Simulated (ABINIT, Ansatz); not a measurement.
# Lattice dynamics of Dysprosium (P6_3/mmc) in two programs, part 2 of 4

How does Dysprosium (P6_3/mmc) vibrate, and is this structure a minimum?

ABINIT 10.8.3; DFT PBE, scalar-relativistic, plane waves, PseudoDojo norm-conserving, 4f in core pseudopotentials.

So far. Step 3 (Relaxation): The volume changes by +0.5 % in this run and stands +0.5 % from the first cell. Step 4 (Self-consistent run for the response): The cell stands at -1.7 GPa: the relaxation ran with a smoothed and higher cutoff, and the difference is a stress of the finite basis. The relaxed cell has a = 3.601, c = 5.641 Å (conventional setting).

### 5. Zone-centre response

At q = 0 one unit cell holds all displacements. The response is solved for single atoms along the cell's directions, and symmetry skips those that follow from others. The crystal is treated as a metal, which screens a static field, so no field response is asked.

dfpt_gamma.abi reads:

```

# common to the responses
getwfk_filepath "gso_WFK"
kptopt 2
nqpt 1
qpt 0.0 0.0 0.0
asr 0
chneut 0

# displacements
rfphon 1
rfatpol 1 2
rfdir 1 1 1
tolvrs 1.0d-10
prtwf 0
prtpot 1

# basis, mesh and filling
ecut 19.0
ngkpt 12 12 8
nshiftk 1
shiftk 0.0 0.0 0.0
istwfk *1
occopt 7
tsmear 0.01
nband 18
nstep 100
diemac 1000000.0
prtebands 0
prtgsr 0

# cell and atoms
acell 6.804990889 6.804990889 10.66010321
rprim 
    1.0 0.0 0.0
    -0.5 0.8660254038 0.0
    0.0 0.0 1.0
ntypat 1
znucl 66
natom 2
typat 1 1
xred 
    1/3 2/3 0.25
    2/3 1/3 0.75
pp_dirpath "./pseudo"
pseudos "Dy.upf"
```

Command:

```bash
OMP_NUM_THREADS=1 mpirun -n 16 abinit dfpt_gamma.abi > dfpt_gamma.log
```

Numbers of over 12 decimals in the logs are rounded to 6 here.

dfpt_gamma.abo, the main output file:

```text
[banners, grids, parts of the stress and lines that vanish by symmetry left out]
- input  file    -> dfpt_gamma.abi
- output file    -> dfpt_gamma.abo
- root for input  files -> dfpt_gammai
- root for output files -> dfpt_gammao

 Symmetries : space group P6_3/m m c (#194); Bravais hP (primitive hexag.)
================================================================================
 Values of the parameters that define the memory need of the present run (RF).
     intxc =       0      iscf =       7    lmnmax =       7     lnmax =       7
     mgfft =      45  mpssoang =       4    mqgrid =    3001     natom =       2
  nloc_mem =       1    nspden =       1   nspinor =       1    nsppol =       1
      nsym =      24    n1xccc =    2501    ntypat =       1    occopt =       7
   xclevel =       2
-    mband =          18        mffmem =           1         mkmem =          37
-   mkqmem =          37        mk1mem =          37           mpw =        1719
      nfft =       40500          nkpt =         580
- my_mband =          18
================================================================================
================================================================================

--------------------------------------------------------------------------------
------------- Echo of variables that govern the present computation ------------
--------------------------------------------------------------------------------
-
- outvars: echo of selected default values
-   iomode0 =  0 , fftalg0 =312 , wfoptalg0 =  0
-
- outvars: echo of global parameters not present in the input file
-  max_nthreads =    1
-
 -outvars: echo values of preprocessed input variables
 [... echo left out ...]
================================================================================

 chkinp: Checking input parameters for consistency.

[...]
== DATASET  1 ==================================================================
-   mpi_nproc: 16, omp_nthreads: 1 (-1 if OMP is not activated)

--- !DatasetInfo
iteration_state: {dtset: 1, }
dimensions: {natom: 2, nkpt: 580, mband: 18, nsppol: 1, nspinor: 1, nspden: 1, mpw: 1719, }
cutoff_energies: {ecut:  19.0, pawecutdg:  -1.0, }
electrons: {nelect:   2.20000000E+01, charge:   0.00000000E+00, occopt:   7.00000000E+00, tsmear:   1.00000000E-02, }
meta: {optdriver: 1, rfphon: 1, }
...

 mkfilename: getwfk from: gso_WFK

 Real(R)+Recip(G) space primitive vectors, cartesian coordinates (Bohr,Bohr^-1):
 R(1)=  6.8049909  0.0000000  0.0000000  G(1)=  0.1469510  0.0848422  0.0000000
 R(2)= -3.4024954  5.8932950  0.0000000  G(2)=  0.0000000  0.1696844  0.0000000
 R(3)=  0.0000000  0.0000000 10.6601032  G(3)=  0.0000000  0.0000000  0.0938077
 Unit cell volume ucvol=  4.2751085E+02 bohr^3
 Angles (23,13,12)=  9.00000000E+01  9.00000000E+01  1.20000000E+02 degrees
 setup1 : take into account q-point for computing boxcut.

 getcut: wavevector=  0.0000  0.0000  0.0000  ngfft=  30  30  45
         ecut(hartree)=     19.000   => boxcut(ratio)=   2.10353

--- Pseudopotential description ------------------------------------------------
- pspini: atom type   1  psp file is ./pseudo/Dy.upf

   1.24310717E+03                                ecore*ucvol(ha*bohr**3)
--------------------------------------------------------------------------------

 ==>  initialize data related to q vector <==

 The list of irreducible perturbations for this q vector is:
    1)    idir= 1    ipert=   1
    2)    idir= 3    ipert=   1

[...]
The perturbation idir=   2  ipert=   1 is
 symmetric of a previously calculated perturbation.
 So, its SCF calculation is not needed.

 The perturbation idir=   1  ipert=   2 is
 symmetric of a previously calculated perturbation.
 So, its SCF calculation is not needed.

 The perturbation idir=   2  ipert=   2 is
 symmetric of a previously calculated perturbation.
 So, its SCF calculation is not needed.

 The perturbation idir=   3  ipert=   2 is
 symmetric of a previously calculated perturbation.
 So, its SCF calculation is not needed.

--------------------------------------------------------------------------------
 Perturbation wavevector (in red.coord.)   0.000000  0.000000  0.000000
 Perturbation : displacement of atom   1   along direction   1
 Found     2 symmetries that leave the perturbation invariant.

[...]
dfpt_looppert : total number of electrons, from k and k+q
  fully or partially occupied states are    2.200000E+01 and    2.200000E+01.
 Initialisation of the first-order wave-functions :
  ireadwf=   0

--- !BeginCycle
iteration_state: {dtset: 1, }
solver: {iscf: 7, nstep: 100, nline: 4, wfoptalg: 0, }
tolerances: {tolvrs: 1.00E-10, }
...

     iter   2DEtotal(Ha)        deltaE(Ha) residm    vres2
-ETOT  1  0.911385     -9.850E+02 9.722E-01 5.624E+01
 ETOT  2  0.582806     -3.286E-01 3.107E-01 5.238E+00
 ETOT  3  0.578441     -4.365E-03 1.294E-02 1.599E-01
 ETOT  4  0.578330     -1.110E-04 2.117E-03 3.362E-03
 ETOT  5  0.578329     -5.843E-07 1.908E-03 1.775E-03
[...]
At SCF step    9       vres2   =  9.19E-11 < tolvrs=  1.00E-10 =>converged.
[...]
Mean square residual over all n,k,spin=   40.641E-09; max=  16.006E-05

 Thirteen components of 2nd-order total energy (hartree) are
 1,2,3: 0th-order hamiltonian combined with 1st-order wavefunctions
     kin0=   6.72468307E+02 eigvalue=   1.34756256E+02  local=  -4.03597579E+02
 4,5,6: 1st-order hamiltonian combined with 1st and 0th-order wfs
 loc psp =  -1.38455541E+03  Hartree=   3.33912544E+02     xc=  -8.76328226E+01
 note that "loc psp" includes a xc core correction that could be resolved
 7,8,9: eventually, occupation + non-local contributions
    edocc=   1.41947294E+02     enl0=   1.93463801E+02   enl1=  -5.86080200E+02
 1-9 gives the relaxation energy (to be shifted if some occ is /=2.0)
   erelax=  -9.85317804E+02
 10,11,12 Non-relaxation  contributions : frozen-wavefunctions and Ewald
 fr.local=   6.64802199E+02 fr.nonlo=   2.92942411E+02  Ewald=   9.11127006E+00
 13,14 Frozen wf xc core corrections (1) and (2)
 frxc 1  =  -1.41581064E+02  frxc 2 =   1.60621317E+02
 Resulting in :
 2DEtotal=    0.5783287335E+00 Ha. Also 2DEtotal=    0.157371265439E+02 eV
    (2DErelax=   -9.8531780446E+02 Ha. 2DEnonrelax=    9.8589613319E+02 Ha)
    (  non-var. 2DEtotal :    5.7833034287E-01 Ha)

[...]
Perturbation wavevector (in red.coord.)   0.000000  0.000000  0.000000
 Perturbation : displacement of atom   1   along direction   3
 Found     6 symmetries that leave the perturbation invariant.

--------------------------------------------------------------------------------

--------------------------------------------------------------------------------

 dfpt_looppert : total number of electrons, from k and k+q
  fully or partially occupied states are    2.200000E+01 and    2.200000E+01.
 Initialisation of the first-order wave-functions :
  ireadwf=   0

--- !BeginCycle
iteration_state: {dtset: 1, }
solver: {iscf: 7, nstep: 100, nline: 4, wfoptalg: 0, }
tolerances: {tolvrs: 1.00E-10, }
...

     iter   2DEtotal(Ha)        deltaE(Ha) residm    vres2
-ETOT  1   21.227045866561     -2.708E+03 2.083E+00 6.099E+04
[...]
ETOT 10   4.005081      1.364E-12 1.438E-07 1.084E-10
 ETOT 11   4.005081      1.128E-10 1.614E-07 9.929E-12

 At SCF step   11       vres2   =  9.93E-12 < tolvrs=  1.00E-10 =>converged.
[...]
Mean square residual over all n,k,spin=   11.729E-11; max=  16.141E-08

 Thirteen components of 2nd-order total energy (hartree) are
 1,2,3: 0th-order hamiltonian combined with 1st-order wavefunctions
     kin0=   1.66598479E+03 eigvalue=   3.27274748E+02  local=  -9.96872674E+02
 4,5,6: 1st-order hamiltonian combined with 1st and 0th-order wfs
 loc psp =  -4.02860713E+03  Hartree=   1.13808907E+03     xc=  -2.17845348E+02
 note that "loc psp" includes a xc core correction that could be resolved
 7,8,9: eventually, occupation + non-local contributions
    edocc=   3.38606862E+02     enl0=   4.69691762E+02   enl1=  -1.42125130E+03
 1-9 gives the relaxation energy (to be shifted if some occ is /=2.0)
   erelax=  -2.72492922E+03
 10,11,12 Non-relaxation  contributions : frozen-wavefunctions and Ewald
 fr.local=   1.61018781E+03 fr.nonlo=   7.12474333E+02  Ewald=   3.59458958E+02
 13,14 Frozen wf xc core corrections (1) and (2)
 frxc 1  =  -3.47615544E+02  frxc 2 =   3.94428741E+02
 Resulting in :
 2DEtotal=    0.4005080784E+01 Ha. Also 2DEtotal=    0.108983800173E+03 eV
    (2DErelax=   -2.7249292171E+03 Ha. 2DEnonrelax=    2.7289342979E+03 Ha)
    (  non-var. 2DEtotal :    4.0050821773E+00 Ha)

[...]
---- first-order wavefunction calculations are completed ----

 ==> Compute Derivative Database <==

 [... matrices left out ...]
  Phonon wavevector (reduced coordinates) :  0.00000  0.00000  0.00000
 Phonon energies in Hartree :
  -7.614136E-06 -7.614136E-06  1.200224E-05  2.904959E-04  2.904959E-04
   4.876644E-04
 Phonon frequencies in cm-1    :
- -1.671110E+00 -1.671110E+00  2.634187E+00  6.375647E+01  6.375647E+01
-  1.070300E+02

== END DATASET(S) ==============================================================
================================================================================

 -outvars: echo values of variables after computation
            acell      6.8049908890E+00  6.8049908890E+00  1.0660103210E+01 Bohr
           etotal      4.0050807845E+00
            fcart      0.0000000000E+00  0.0000000000E+00  0.0000000000E+00
           strten      0.0000000000E+00  0.0000000000E+00  0.0000000000E+00
================================================================================
```

Run time: 42 s. Hardware: 16 MPI ranks of Arm Neoverse V1, shared host.

Read from the output:

```
largest acoustic frequency at the zone centre before the sum rule : 2.63 cm⁻¹
highest optical zone-centre mode (no LO-TO term)                  : 107.0 cm⁻¹
lowest optical zone-centre mode                                   : 63.76 cm⁻¹
```

The acoustic modes at Γ come out as far as 2.6 cm⁻¹ from zero, where they should vanish, a small numerical error.

### 6. Phonons on a q mesh

Linear response treats each wavevector of the 3×3×2 mesh in the unit cell; the first-order potentials are kept for the electron-phonon matrix elements.

dfpt_q.abi reads:

```
ndtset 5

# wavevectors
qpt1 0.3333333333 0.0 0.0
qpt2 0.3333333333 0.3333333333 0.0
qpt3 0.0 0.0 0.5
qpt4 0.3333333333 0.0 0.5
qpt5 0.3333333333 0.3333333333 0.5

# displacements
getwfk_filepath "gso_WFK"
getwfq_filepath "gso_WFK"
kptopt 3
nqpt 1
rfphon 1
rfatpol 1 2
rfdir 1 1 1
tolvrs 1.0d-10
prtwf 0
prtpot 1

# basis, mesh and filling
ecut 19.0
ngkpt 12 12 8
nshiftk 1
shiftk 0.0 0.0 0.0
istwfk *1
occopt 7
tsmear 0.01
nband 18
nstep 100
diemac 1000000.0
prtebands 0
prtgsr 0

# cell and atoms
acell 6.804990889 6.804990889 10.66010321
rprim 
    1.0 0.0 0.0
    -0.5 0.8660254038 0.0
    0.0 0.0 1.0
ntypat 1
znucl 66
natom 2
typat 1 1
xred 
    1/3 2/3 0.25
    2/3 1/3 0.75
pp_dirpath "./pseudo"
pseudos "Dy.upf"
```

Command:

```bash
OMP_NUM_THREADS=1 mpirun -n 16 abinit dfpt_q.abi > dfpt_q.log
```

dfpt_q.abo, the main output file:

```text
[banners, grids, parts of the stress and lines that vanish by symmetry left out]
- input  file    -> dfpt_q.abi
- output file    -> dfpt_q.abo
- root for input  files -> dfpt_qi
[...]
DATASET    1 : space group P6_3/m m c (#194); Bravais hP (primitive hexag.)
[...]
nfft =       40500          nkpt =        1152
[...]
DATASET    2 : space group P6_3/m m c (#194); Bravais hP (primitive hexag.)
[...]
nfft =       40500          nkpt =        1152
[...]
DATASET    3 : space group P6_3/m m c (#194); Bravais hP (primitive hexag.)
[...]
nfft =       40500          nkpt =        1152
[...]
DATASET    4 : space group P6_3/m m c (#194); Bravais hP (primitive hexag.)
[...]
nfft =       40500          nkpt =        1152
[...]
DATASET    5 : space group P6_3/m m c (#194); Bravais hP (primitive hexag.)
[...]
nfft =       40500          nkpt =        1152
[...]
== DATASET  1 ==================================================================
[...]
cutoff_energies: {ecut:  19.0, pawecutdg:  -1.0, }
[...]
Perturbation : displacement of atom   1   along direction   1
[...]
-ETOT  1   26.504794667900     -1.114E+03 1.684E+00 2.217E+05
 ETOT  2   42.296550362174      1.579E+01 3.920E+00 3.714E+05
 ETOT  3   2.118310     -4.018E+01 2.798E-01 8.261E+02
 ETOT  4   2.013782     -1.045E-01 8.922E-02 7.591E+00
 ETOT  5   2.011186     -2.595E-03 1.935E-02 4.233E-01
[...]
At SCF step   13       vres2   =  2.19E-12 < tolvrs=  1.00E-10 =>converged.
[...]
Perturbation : displacement of atom   1   along direction   2
[...]
-ETOT  1   1.762700     -1.003E+03 1.689E+00 4.897E+01
[...]
At SCF step   10       vres2   =  8.43E-11 < tolvrs=  1.00E-10 =>converged.
[...]
Perturbation : displacement of atom   1   along direction   3
[...]
-ETOT  1   8.970250     -2.586E+03 2.115E+00 9.364E+03
[...]
At SCF step   12       vres2   =  1.48E-12 < tolvrs=  1.00E-10 =>converged.
[...]
Phonon wavevector (reduced coordinates) :  0.33333  0.00000  0.00000
 Phonon energies in Hartree :
[...]
Phonon frequencies in cm-1    :
-  4.916112E+01  5.268343E+01  8.391356E+01  8.726207E+01  9.190572E+01
-  1.045346E+02
[...]
== DATASET  2 ==================================================================
[...]
cutoff_energies: {ecut:  19.0, pawecutdg:  -1.0, }
[...]
Perturbation : displacement of atom   1   along direction   1
[...]
-ETOT  1   6.831991     -1.100E+03 9.862E-01 1.439E+04
[...]
At SCF step   11       vres2   =  1.50E-11 < tolvrs=  1.00E-10 =>converged.
[...]
Perturbation : displacement of atom   1   along direction   3
[...]
-ETOT  1   5.990161     -2.533E+03 1.345E+01 1.354E+03
[...]
Phonon wavevector (reduced coordinates) :  0.33333  0.33333  0.00000
 Phonon energies in Hartree :
[...]
Phonon frequencies in cm-1    :
-  7.756369E+01  7.756369E+01  7.955067E+01  7.955067E+01  9.332782E+01
-  1.009483E+02
[...]
== DATASET  3 ==================================================================
[...]
cutoff_energies: {ecut:  19.0, pawecutdg:  -1.0, }
[...]
Perturbation : displacement of atom   1   along direction   1
[...]
-ETOT  1  0.948642     -9.848E+02 1.037E+00 6.627E+01
[...]
Perturbation : displacement of atom   1   along direction   3
[...]
-ETOT  1   290.88679832206     -2.843E+03 2.124E+00 3.906E+06
[...]
Phonon wavevector (reduced coordinates) :  0.00000  0.00000  0.50000
 Phonon energies in Hartree :
[...]
Phonon frequencies in cm-1    :
-  4.612537E+01  4.612537E+01  4.612537E+01  4.612537E+01  8.142674E+01
-  8.142674E+01
[...]
== DATASET  4 ==================================================================
[...]
cutoff_energies: {ecut:  19.0, pawecutdg:  -1.0, }
[...]
Perturbation : displacement of atom   1   along direction   1
[...]
-ETOT  1   17.426331909967     -1.101E+03 1.064E+00 8.446E+04
[...]
Perturbation : displacement of atom   1   along direction   2
[...]
-ETOT  1   1.663469     -1.003E+03 1.058E+00 4.547E+01
[...]
Perturbation : displacement of atom   1   along direction   3
[...]
-ETOT  1   50.001394879091     -2.618E+03 3.177E+00 2.478E+05
[...]
Phonon wavevector (reduced coordinates) :  0.33333  0.00000  0.50000
 Phonon energies in Hartree :
[...]
Phonon frequencies in cm-1    :
-  6.465664E+01  6.465947E+01  6.836680E+01  6.836680E+01  9.905437E+01
-  9.905622E+01
[...]
== DATASET  5 ==================================================================
[...]
cutoff_energies: {ecut:  19.0, pawecutdg:  -1.0, }
[...]
Perturbation : displacement of atom   1   along direction   1
[...]
-ETOT  1   4.914517     -1.097E+03 1.448E+00 6.780E+03
[...]
At SCF step   10       vres2   =  6.00E-11 < tolvrs=  1.00E-10 =>converged.
[...]
Perturbation : displacement of atom   1   along direction   3
[...]
-ETOT  1   10.612272849600     -2.551E+03 4.560E+00 1.407E+04
[...]
ETOT  9   4.429436     -3.374E-10 7.205E+00 6.864E-09
 ETOT 10   4.429436      9.095E-13 7.908E+00 7.377E-11
 At SCF step   10       vres2   =  7.38E-11 < tolvrs=  1.00E-10 =>converged.
[...]
Phonon wavevector (reduced coordinates) :  0.33333  0.33333  0.50000
 Phonon energies in Hartree :
[...]
Phonon frequencies in cm-1    :
-  4.799338E+01  4.799338E+01  9.565566E+01  9.565566E+01  1.001374E+02
-  1.001374E+02
[...]
strten3     0.0000000000E+00  0.0000000000E+00  0.0000000000E+00
           
================================================================================
```

The job ended after 15 min (16 MPI ranks; 3.9 h of CPU time).

This step gave:

```
lowest mode on the q mesh (acoustic ones at the zone centre apart) : 46.13 cm⁻¹
```

Frequencies (cm⁻¹) before the sum rule at the irreducible wavevectors but Γ, which is solved apart; negative means imaginary. Frequencies by wavevector:

| q (fractions) | star | mode 1 | mode 2 | mode 3 | mode 4 | mode 5 | mode 6 |
| --- | --- | --- | --- | --- | --- | --- | --- |
| 0.3333 0 0 | 6 | 49.16 | 52.68 | 83.91 | 87.26 | 91.91 | 104.5 |
| 0.3333 0.3333 0 | 2 | 77.56 | 77.56 | 79.55 | 79.55 | 93.33 | 101 |
| 0 0 0.5 | 1 | 46.13 | 46.13 | 46.13 | 46.13 | 81.43 | 81.43 |
| 0.3333 0 0.5 | 6 | 64.66 | 64.66 | 68.37 | 68.37 | 99.05 | 99.06 |
| 0.3333 0.3333 0.5 | 2 | 47.99 | 47.99 | 95.66 | 95.66 | 100.1 | 100.1 |

[end of part 2 of 4]

[Host names and launcher messages were left out of these logs when they were recorded.]

[Logs are printed without paths, hosts, clocks, repeated set-up lines and the standing remarks that a program may print on its own settings, such as how far it seeks lower states.]

[Hosts, paths, dates, database ids (printed as entryN), source tags and the programs' standing remarks are cut or masked in the printed files.]
